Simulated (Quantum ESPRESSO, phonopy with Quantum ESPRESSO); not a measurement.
# SrCl2 (Fm-3m): a volume series of phonon spectra, part 6 of 8

Wanted: mode Grüneisen parameters of SrCl2 and a free-energy fit over volumes.

Quantum ESPRESSO 7.5; DFT PBE, scalar-relativistic, plane waves, GBRV ultrasoft pseudopotentials.

So far. Step 5 (Zone-centre response): The Born charges sum to zero within 0.0012 e; the rest is removed before use. Acoustic frequencies in this log differ from zero by the error of the sum rule, which ph.x does not impose. Step 6 (Forces on a displaced cell): At this level the gap is 5.24 eV on the k-mesh of the self-consistent run, which can miss the band edges.

### 8. Phonons, V/V0 1

This step: DFT PBE, scalar-relativistic, plane waves, GBRV ultrasoft pseudopotentials (phonopy with Quantum ESPRESSO 4.10.0 / 7.5).

Wall time 4.8 min (8 threads of Arm Neoverse V2, shared host).

Numbers from this step:

| Quantity | Value |
| --- | --- |
| point group | m-3m |
| highest frequency | 216.9 cm⁻¹ |
| Debye temperature from the second moment | 248 K |
| lowest frequency on the path | 0 cm⁻¹ |
| zero-point energy | 0.07024 eV/cell |

Phonopy, LO-TO term from ph.x's tensors. Phonon branches along the path, in cm⁻¹:

| point | branch 1 | branch 2 | branch 3 | branch 4 | branch 5 | branch 6 | branch 7 | branch 8 | branch 9 |
| --- | --- | --- | --- | --- | --- | --- | --- | --- | --- |
| Γ | 0 | 0 | 0 | 126 | 126 | 171 | 171 | 171 | 217 |
| halfway | 45 | 45 | 99 | 112 | 112 | 131 | 176 | 176 | 211 |
| X | 62 | 76 | 76 | 90 | 90 | 145 | 178 | 178 | 201 |
| halfway | 65 | 76 | 82 | 94 | 95 | 141 | 176 | 177 | 199 |
| U | 74 | 75 | 97 | 105 | 107 | 130 | 171 | 175 | 194 |
| jump to K | 74 | 75 | 97 | 105 | 107 | 130 | 171 | 175 | 194 |
| halfway | 52 | 61 | 90 | 112 | 142 | 150 | 156 | 176 | 196 |
| Γ | 0 | 0 | 0 | 126 | 126 | 171 | 171 | 171 | 217 |
| halfway | 48 | 48 | 75 | 130 | 130 | 164 | 164 | 165 | 199 |
| L | 65 | 65 | 120 | 146 | 146 | 147 | 147 | 161 | 169 |
| halfway | 71 | 86 | 103 | 113 | 121 | 146 | 149 | 180 | 183 |
| W | 78 | 81 | 82 | 111 | 111 | 145 | 145 | 189 | 189 |
| halfway | 68 | 78 | 87 | 88 | 108 | 137 | 169 | 181 | 197 |
| X | 62 | 76 | 76 | 90 | 90 | 145 | 178 | 178 | 201 |

The phonon branches as a text plot (rows in cm⁻¹):

```
    212 |*********                 ********
    203 |         ******         **        **                  **
    194 |               ****    *            **            ****
    185 |                   ****               *      ********
    176 |  **************************           *   ***       ***
    167 |**               **     **************  ****        *
    158 |  **               **  ***          *****          *
    149 |    *       *        ***               ************
    140 |          ** ***   *****              ** **       * ****
    131 |     **  *      *****   *****   ******     *       *
    122 |*****                     ******        *** ***    *
    113 |     ****         ***  ***             *   *** ****
    104 |       ***      *******               *      ***  * **
     95 |     **   ** *****                  **        *    *  **
     86 |         *  * **       *                     ***********
     77 |    *       *********              *        * **********
     68 |         ***  ***    ** **             *******      ***
     59 |       **   **         *          * ***                *
     50 |  **                   *****       *
     41 |     **                 **      ***
     32 |    *                     **
     23 | ***                      ***  ***
     14 | *                          *  *
      5 |*                            **
         Γ           X  U|K            Γ         L        W     X
```

Harmonic. Thermo, by row:

| T (K) | F_vib (meV/atom) | S (J/mol-atom/K) | C_V (J/mol-atom/K) |
| --- | --- | --- | --- |
| 0 | 23.41 | 0 | 0 |
| 50 | 22.62 | 5.148 | 10.2 |
| 100 | 17.25 | 15.39 | 18.86 |
| 150 | 7.02 | 23.71 | 21.88 |
| 200 | -7.01 | 30.2 | 23.14 |
| 250 | -24.06 | 35.44 | 23.76 |
| 300 | -43.59 | 39.8 | 24.11 |
| 350 | -65.2 | 43.53 | 24.32 |
| 400 | -88.62 | 46.79 | 24.46 |
| 450 | -113.6 | 49.68 | 24.56 |
| 500 | -140.1 | 52.27 | 24.63 |
| 550 | -167.8 | 54.62 | 24.68 |
| 600 | -196.6 | 56.77 | 24.73 |
| 650 | -226.6 | 58.75 | 24.76 |
| 700 | -257.5 | 60.59 | 24.78 |
| 750 | -289.4 | 62.3 | 24.8 |
| 800 | -322.1 | 63.9 | 24.82 |
| 850 | -355.6 | 65.4 | 24.83 |
| 900 | -389.8 | 66.82 | 24.84 |
| 950 | -424.8 | 68.17 | 24.85 |
| 1000 | -460.5 | 69.44 | 24.86 |

Phonopy on the run's constants, 15x15x15 mesh, Gaussian sigma 2.0 cm⁻¹. Modes against wavenumber; read off at these points; values in 1/cm⁻¹/cell:

| wavenumber (cm⁻¹) | Cl | Sr |
| --- | --- | --- |
| -10.0 | 0 | 0 |
| 0.0 | 7.0e-5 | 9.0e-5 |
| 10.0 | 1.6e-4 | 2.1e-4 |
| 20.0 | 7.3e-4 | 9.7e-4 |
| 30.0 | 0.00177 | 0.00257 |
| 40.0 | 0.00371 | 0.00614 |
| 50.0 | 0.00595 | 0.0120 |
| 60.0 | 0.00978 | 0.0248 |
| 70.0 | 0.0204 | 0.0561 |
| 74.0 | 0.0243 | 0.0608 |
| 80.0 | 0.0306 | 0.0296 |
| 81.7 | 0.0316 | 0.0232 |
| 90.0 | 0.0200 | 0.00817 |
| 100.0 | 0.0312 | 0.0204 |
| 110.0 | 0.0438 | 0.0315 |
| 118.3 | 0.0467 | 0.0453 |
| 120.0 | 0.0438 | 0.0434 |
| 130.0 | 0.0393 | 0.0213 |
| 140.0 | 0.0422 | 0.0105 |
| 150.0 | 0.0389 | 0.00285 |
| 160.0 | 0.0400 | 0.00181 |
| 170.0 | 0.0699 | 0.00192 |
| 176.4 | 0.106 | 0.00344 |
| 180.0 | 0.0743 | 0.00285 |
| 190.0 | 0.0455 | 0.00447 |
| 200.0 | 0.0259 | 0.00515 |
| 210.0 | 0.00641 | 0.0037 |
| 220.0 | 1.1e-4 | 8.2e-5 |
| 230.0 | 0 | 0 |

No LO-TO term. Modes at Γ, with each element's share of the kinetic energy:

| mode | frequency (cm⁻¹) | symmetry | Sr % | Cl % |
| --- | --- | --- | --- | --- |
| 1 | 0.0 | T1u | 55 | 45 |
| 2 | 0.0 | T1u | 55 | 45 |
| 3 | 0.0 | T1u | 55 | 45 |
| 4 | 125.9 | T1u | 45 | 55 |
| 5 | 125.9 | T1u | 45 | 55 |
| 6 | 125.9 | T1u | 45 | 55 |
| 7 | 171.0 | T2g | 0 | 100 |
| 8 | 171.0 | T2g | 0 | 100 |
| 9 | 171.0 | T2g | 0 | 100 |

Displacements in mode 4 (125.9 cm⁻¹), the largest set to 1:
```
Sr1  0.81  0.00 -0.13
Cl2 -1.00  0.00  0.16
Cl3 -1.00  0.00  0.16
```

Displacements in mode 7 (171.0 cm⁻¹), the largest set to 1:
```
Sr1  0.00  0.00  0.00
Cl2  1.00  0.08 -0.08
Cl3 -1.00 -0.08  0.08
```

No mode is imaginary beyond numerical noise along the path.

The time given is that of the 2 pw.x runs on displaced cells behind this step.

The supercell is 8.1 Å across at its narrowest and was not tested against a larger one: only its own wavevectors are exact, and acoustic branches between them, with the entropy at low temperature, can be off.

### 9. Self-consistent run, V/V0 1.015

A tight ground state at this cell gives the energy of this member; its pressure is the stress at this cutoff, which can carry an offset from the finite basis.

This step: DFT PBE, scalar-relativistic, plane waves, GBRV ultrasoft pseudopotentials (Quantum ESPRESSO 7.5).

System of this step: SrCl2. It takes space group Fm-3m (No. 225, cubic). The conventional cell has a = 7.074 Å, b = 7.074 Å, c = 7.074 Å, α = 90.00°, β = 90.00°, γ = 90.00°. Nearest to Sr lie 8 Cl at 3.06 Å. Nearest to Cl lie 4 Sr at 3.06 Å. Farther neighbours and most contacts between anions are not listed.

scf.in

```
&CONTROL
  calculation = 'scf'
  prefix      = 'x'
  outdir      = './tmp'
  pseudo_dir  = './pseudo'
  tprnfor     = .true.
  tstress     = .true.
/
&SYSTEM
  ibrav       = 0
  nat         = 3
  ntyp        = 2
  ecutwfc     = 40.0
  ecutrho     = 240.0
  occupations = 'fixed'
  nbnd        = 14
/
&ELECTRONS
  conv_thr         = 1.0d-12
  mixing_beta      = 0.7
  electron_maxstep = 100
/
ATOMIC_SPECIES
 Sr     87.6200  Sr.upf
 Cl     35.4500  Cl.upf
CELL_PARAMETERS angstrom
     0.000000000    3.537133725    3.537133725
     3.537133725    0.000000000    3.537133725
     3.537133725    3.537133725    0.000000000
ATOMIC_POSITIONS crystal
 Sr     0.000000000   0.000000000   0.000000000
 Cl     0.250000000   0.250000000   0.250000000
 Cl     0.750000000   0.750000000   0.750000000
K_POINTS automatic
 8 8 8 0 0 0
```

Started as:

```console
$ OMP_NUM_THREADS=1 mpirun -n 8 pw.x -nk 8 -in scf.in > scf.out
```

Log:

```text
[banner, memory and clock lines left out]
Program PWSCF v.7.5

     Message from routine setup:
     using ibrav=0 with symmetry is DISCOURAGED, use correct ibrav instead

     G-vector sticks info

     bravais-lattice index     =            0
     lattice parameter (alat)  =       9.4529  a.u.
     unit-cell volume          =     597.2842 (a.u.)^3
     number of atoms/cell      =            3
     number of atomic types    =            2
     number of electrons       =        24.00
[...]
atom    3 type  2   force =    -0.00000000   -0.00000000    0.00000000

     Total force =     0.000000     Total SCF correction =     0.000000

     Computing stress (Cartesian axis) and pressure

     negative rho (up, down):  9.642E-02 0.000E+00
          total   stress  (Ry/bohr**3)                   (kbar)     P=       -4.81
[...]
-0.00000000  -0.00003270  -0.00000000           -0.00       -4.81       -0.00
  -0.00000000  -0.00000000  -0.00003270           -0.00       -0.00       -4.81

     XML data file, charge density, pseudopotentials, collected wavefunctions
[key lines of the parts left out:]
!    total energy              =    -137.27993437 Ry
convergence has been achieved in  13 iterations
```

The job ended after 7.8 s (8 MPI ranks).

At this level the gap is 5.18 eV on the k-mesh of the self-consistent run, which can miss the band edges.

### 10. Born charges and dielectric tensor

In a polar crystal the Born charges and ε∞ give the long-range dipole term that a finite supercell misses. They are those of this k-mesh and were not tested on a denser one; where the gap is small they converge slowly, and the LO modes with them.

ph.in

```
phonons
&INPUTPH
  prefix = 'x'
  outdir = './tmp'
  fildyn = 'x.dyn'
  tr2_ph = 1.0d-18
  epsil  = .true.
/
0.000000000 0.000000000 0.000000000
```

scf.in is that of step 9.

Started as:

```console
$ OMP_NUM_THREADS=1 mpirun -n 8 ph.x -nk 8 -in ph.in > ph.out
```

Log:

```text
[banner, memory and clock lines left out]
Program PHONON v.7.5

     ./tmp/x.save/

     IMPORTANT: XC functional enforced from input :
     Exchange-correlation= PBE
                           (   1   4   3   4   0   0   0)
     Any further DFT definition will be discarded
     Please, verify this is what you really want

     G-vector sticks info

     Check: negative core charge=   -0.000003

     negative rho (up, down):  9.642E-02 0.000E+00
     Reading collected, re-writing distributed wavefunctions in ./tmp/

     Number and degeneracy of irreps per q-point
[...]
freq (    1) =      -0.076086 [THz] =      -2.537970 [cm-1]
     freq (    2) =      -0.076086 [THz] =      -2.537970 [cm-1]
     freq (    3) =      -0.076086 [THz] =      -2.537970 [cm-1]
[...]
freq (    8) =       4.998165 [THz] =     166.720848 [cm-1]
     freq (    9) =       4.998165 [THz] =     166.720848 [cm-1]
 **************************************************************************

     Mode symmetry, O_h (m-3m)  point group:

     freq (   1-   3) =         -2.5  [cm-1]   --> T_1u G_15  G_4- I
     freq (   4-   6) =        120.3  [cm-1]   --> T_1u G_15  G_4- I
     freq (   7-   9) =        166.7  [cm-1]   --> T_2g G_25' G_5+ R
```

The job ended after 2.9 min (8 MPI ranks; 20 min of CPU time).

ε∞:

```
2.86 0.00 0.00
0.00 2.86 0.00
0.00 0.00 2.86
```

The Born charges sum to zero within 0.0012 e; the rest is removed before use. Acoustic frequencies in this log differ from zero by the error of the sum rule, which ph.x does not impose.

### 11. Forces on a displaced cell

One atom (for the harmonic constants) or a pair of atoms (for the cubic ones) is moved by a few hundredths of an ångström; the forces on all atoms give a column of force constants. The threshold is tight because the forces are small.

System of this step: SrCl2. The structure is orthorhombic, space group Imm2 (No. 44). The conventional cell has a = 10.005 Å, b = 14.149 Å, c = 10.005 Å, α = 90.00°, β = 90.00°, γ = 90.00°. Nearest to Sr lie 8 Cl at 3.05 to 3.08 Å. Sr has 8 Cl at 3.06 Å nearest. Nearest to Sr lie 8 Cl at 3.06 Å. Nearest to Cl lie 4 Sr at 3.05 to 3.06 Å. Farther neighbours and most contacts between anions are not listed.

disp-00001.in

```
&CONTROL
  calculation = 'scf'
  prefix      = 'x'
  outdir      = './tmp'
  pseudo_dir  = './pseudo'
  tprnfor     = .true.
  disk_io     = 'none'
/
&SYSTEM
  ibrav       = 0
  nat         = 24
  ntyp        = 2
  ecutwfc     = 40.0
  ecutrho     = 240.0
  occupations = 'fixed'
  nbnd        = 98
/
&ELECTRONS
  conv_thr         = 1.0d-11
  mixing_beta      = 0.7
  electron_maxstep = 100
/
ATOMIC_SPECIES
 Sr     87.6200  Sr.upf
 Cl     35.4500  Cl.upf
CELL_PARAMETERS angstrom
     0.000000000    7.074267450    7.074267450
     7.074267450    0.000000000    7.074267450
     7.074267450    7.074267450    0.000000000
ATOMIC_POSITIONS crystal
 Sr     0.001999095   0.000000000   0.000000000
 Sr     0.500000000   0.000000000   0.000000000
 Sr     0.000000000   0.500000000   0.000000000
 Sr     0.500000000   0.500000000   0.000000000
 Sr     0.000000000   0.000000000   0.500000000
 Sr     0.500000000   0.000000000   0.500000000
 Sr     0.000000000   0.500000000   0.500000000
 Sr     0.500000000   0.500000000   0.500000000
 Cl     0.125000000   0.125000000   0.125000000
 Cl     0.625000000   0.125000000   0.125000000
 Cl     0.125000000   0.625000000   0.125000000
 Cl     0.625000000   0.625000000   0.125000000
 Cl     0.125000000   0.125000000   0.625000000
 Cl     0.625000000   0.125000000   0.625000000
 Cl     0.125000000   0.625000000   0.625000000
 Cl     0.625000000   0.625000000   0.625000000
 Cl     0.375000000   0.375000000   0.375000000
 Cl     0.875000000   0.375000000   0.375000000
 Cl     0.375000000   0.875000000   0.375000000
 Cl     0.875000000   0.875000000   0.375000000
 Cl     0.375000000   0.375000000   0.875000000
 Cl     0.875000000   0.375000000   0.875000000
 Cl     0.375000000   0.875000000   0.875000000
 Cl     0.875000000   0.875000000   0.875000000
K_POINTS automatic
 2 2 2 0 0 0
```

Started as:

```console
$ OMP_NUM_THREADS=1 mpirun -n 4 pw.x -nk 4 -in disp-00001.in > disp-00001.out
```

Log:

```text
[banner, memory and clock lines left out]
Program PWSCF v.7.5

     Message from routine setup:
     using ibrav=0 with symmetry is DISCOURAGED, use correct ibrav instead

     G-vector sticks info

     bravais-lattice index     =            0
     lattice parameter (alat)  =      18.9058  a.u.
     unit-cell volume          =    4778.2737 (a.u.)^3
     number of atoms/cell      =           24
     number of atomic types    =            2
     number of electrons       =       192.00
[...]
atom    1 type  1   force =    -0.00000000   -0.00169829   -0.00169829
     atom    2 type  1   force =     0.00000000    0.00058059    0.00058059
     atom    3 type  1   force =     0.00027610   -0.00031826    0.00030455
[...]
atom   23 type  2   force =    -0.00011426    0.00024210    0.00024210
     atom   24 type  2   force =     0.00008305    0.00021059    0.00021059

     Total force =     0.002860     Total SCF correction =     0.000002
     Message from routine punch:
     Nothing written, as per user request (disk_io='none')
[key lines of the parts left out:]
!    total energy              =   -1098.23939066 Ry
convergence has been achieved in  13 iterations
```

Elapsed: 5.1 min, on 4 MPI ranks.

### 12. Lattice dynamics at this volume, V/V0 1.015

This step: DFT PBE, scalar-relativistic, plane waves, GBRV ultrasoft pseudopotentials (phonopy with Quantum ESPRESSO 4.10.0 / 7.5).

It took 5.1 min on 8 threads.

Phonopy, LO-TO term from ph.x's tensors. The phonon branches at the labelled points (cm⁻¹):

| point | branch 1 | branch 2 | branch 3 | branch 4 | branch 5 | branch 6 | branch 7 | branch 8 | branch 9 |
| --- | --- | --- | --- | --- | --- | --- | --- | --- | --- |
| Γ | 0 | 0 | 0 | 120 | 120 | 167 | 167 | 167 | 213 |
| halfway | 43 | 43 | 97 | 107 | 107 | 127 | 172 | 172 | 207 |
| X | 57 | 73 | 73 | 86 | 86 | 142 | 173 | 173 | 197 |
| halfway | 60 | 73 | 80 | 90 | 91 | 138 | 171 | 172 | 195 |
| U | 69 | 73 | 94 | 101 | 104 | 126 | 166 | 171 | 190 |
| jump to K | 69 | 73 | 94 | 101 | 104 | 126 | 166 | 171 | 190 |
| halfway | 51 | 60 | 87 | 107 | 136 | 146 | 152 | 172 | 192 |
| Γ | 0 | 0 | 0 | 120 | 120 | 167 | 167 | 167 | 213 |
| halfway | 48 | 48 | 72 | 125 | 125 | 159 | 159 | 161 | 196 |
| L | 64 | 64 | 115 | 140 | 140 | 142 | 142 | 159 | 166 |
| halfway | 70 | 84 | 98 | 108 | 118 | 142 | 144 | 176 | 179 |
| W | 74 | 78 | 78 | 109 | 109 | 140 | 140 | 184 | 185 |
| halfway | 64 | 75 | 83 | 84 | 104 | 133 | 164 | 176 | 193 |
| X | 57 | 73 | 73 | 86 | 86 | 142 | 173 | 173 | 197 |

The phonon branches as a text plot (rows in cm⁻¹):

```
    209 |*******                   ********
    200 |       *******          **        **                  **
    191 |              ****     *            **            ****
    182 |                  *****               *      *******
    173 |    **********************             *   ***      ****
    164 |****            ***       **********    ****        **
    155 |  **               **  ***         ******          *
    147 |    *       *        ***               ********   *
    138 |          ** ***     ***               ****  *****  ****
    129 |     **  *      ** **   ****       ****    *      **
    120 |****              ***     *********         **     *
    111 |    *****         *    ***             ************
    102 |       **       *******               *      ***  * *
     93 |     **  ***  ****                            *    * **
     84 |         *  ** *       *            **       ***   *****
     76 |    *       *********              *        * **********
     67 |          **   *** **** **             *******     **
     58 |         *  ***        *          * ***              ***
     49 |  **   **              *****       *
     40 |     **                 **      ***
     31 |    *                     **
     22 | ***                      ***  ***
     13 | *                          *  *
      4 |*                            **
         Γ           X  U|K            Γ         L        W     X
```

No mode is imaginary beyond numerical noise along the path. The highest zone-centre mode (no LO–TO term) moved by -2.5 % for a volume change of +1.5 %.

The time given is that of the 2 pw.x runs on displaced cells behind this step.

### 13. Self-consistent run, V/V0 0.985

A tight ground state at this cell gives the energy of this member; its pressure is the stress at this cutoff, which can carry an offset from the finite basis.

This step: DFT PBE, scalar-relativistic, plane waves, GBRV ultrasoft pseudopotentials (Quantum ESPRESSO 7.5).

System of this step: SrCl2. The structure is cubic, space group Fm-3m (No. 225). The conventional cell has a = 7.004 Å, b = 7.004 Å, c = 7.004 Å, α = 90.00°, β = 90.00°, γ = 90.00°. Sr has 8 Cl at 3.03 Å nearest. Nearest to Cl lie 4 Sr at 3.03 Å. Farther neighbours and most contacts between anions are not listed.

scf.in, as its differences from that of step 10:

```diff
@@ -26,5 +26,5 @@
 CELL_PARAMETERS angstrom
-     0.000000000    3.537133725    3.537133725
-     3.537133725    0.000000000    3.537133725
-     3.537133725    3.537133725    0.000000000
+     0.000000000    3.501936029    3.501936029
+     3.501936029    0.000000000    3.501936029
+     3.501936029    3.501936029    0.000000000
 ATOMIC_POSITIONS crystal
```

Started as:

```console
$ OMP_NUM_THREADS=1 mpirun -n 8 pw.x -nk 8 -in scf.in > scf.out
```

Log:

```text
[banner, memory and clock lines left out]
Program PWSCF v.7.5

     Message from routine setup:
     using ibrav=0 with symmetry is DISCOURAGED, use correct ibrav instead

     G-vector sticks info

     bravais-lattice index     =            0
     lattice parameter (alat)  =       9.3588  a.u.
     unit-cell volume          =     579.6305 (a.u.)^3
     number of atoms/cell      =            3
     number of atomic types    =            2
     number of electrons       =        24.00
[...]
atom    3 type  2   force =     0.00000000    0.00000000   -0.00000000

     Total force =     0.000000     Total SCF correction =     0.000000

     Computing stress (Cartesian axis) and pressure

     negative rho (up, down):  9.637E-02 0.000E+00
          total   stress  (Ry/bohr**3)                   (kbar)     P=        5.31
[...]
0.00000000   0.00003610   0.00000000            0.00        5.31        0.00
   0.00000000   0.00000000   0.00003610            0.00        0.00        5.31

     XML data file, charge density, pseudopotentials, collected wavefunctions
[key lines of the parts left out:]
!    total energy              =    -137.27990625 Ry
convergence has been achieved in  13 iterations
```

Elapsed: 6.8 s, on 8 MPI ranks; 53 s of CPU time.

The run ends at a pressure of 0.53 GPa.

### 14. Zone-centre response

In a polar crystal the Born charges and ε∞ give the long-range dipole term that a finite supercell misses. They are those of this k-mesh and were not tested on a denser one; where the gap is small they converge slowly, and the LO modes with them.

ph.in is that of step 10.

scf.in is that of step 13.

Started as:

```console
$ OMP_NUM_THREADS=1 mpirun -n 8 ph.x -nk 8 -in ph.in > ph.out
```

Log:

```text
[banner, memory and clock lines left out]
Program PHONON v.7.5

     ./tmp/x.save/

     IMPORTANT: XC functional enforced from input :
     Exchange-correlation= PBE
                           (   1   4   3   4   0   0   0)
     Any further DFT definition will be discarded
     Please, verify this is what you really want

     G-vector sticks info

     Check: negative core charge=   -0.000003

     negative rho (up, down):  9.637E-02 0.000E+00
     Reading collected, re-writing distributed wavefunctions in ./tmp/

     Number and degeneracy of irreps per q-point
[...]
freq (    1) =       0.068270 [THz] =       2.277246 [cm-1]
     freq (    2) =       0.068270 [THz] =       2.277246 [cm-1]
     freq (    3) =       0.068270 [THz] =       2.277246 [cm-1]
[...]
freq (    8) =       5.260124 [THz] =     175.458864 [cm-1]
     freq (    9) =       5.260124 [THz] =     175.458864 [cm-1]
 **************************************************************************

     Mode symmetry, O_h (m-3m)  point group:

     freq (   1-   3) =          2.3  [cm-1]   --> T_1u G_15  G_4- I
     freq (   4-   6) =        131.4  [cm-1]   --> T_1u G_15  G_4- I
     freq (   7-   9) =        175.5  [cm-1]   --> T_2g G_25' G_5+ R
```

Wall time 2.4 min (8 MPI ranks).

The Born charges sum to zero within 0.0011 e; the rest is removed before use. Acoustic frequencies in this log differ from zero by the error of the sum rule, which ph.x does not impose.

[end of part 6 of 8]

[Logs are printed without paths, hosts, clocks, repeated set-up lines and the standing remarks that a program may print on its own settings, such as how far it seeks lower states.]

[Hosts, paths, dates, database ids (printed as entryN), source tags and the programs' standing remarks are cut or masked in the printed files.]

[A step with changed settings may run another functional than the one named; its input shows which.]

[Of the runs on displaced cells, only some may be shown.]
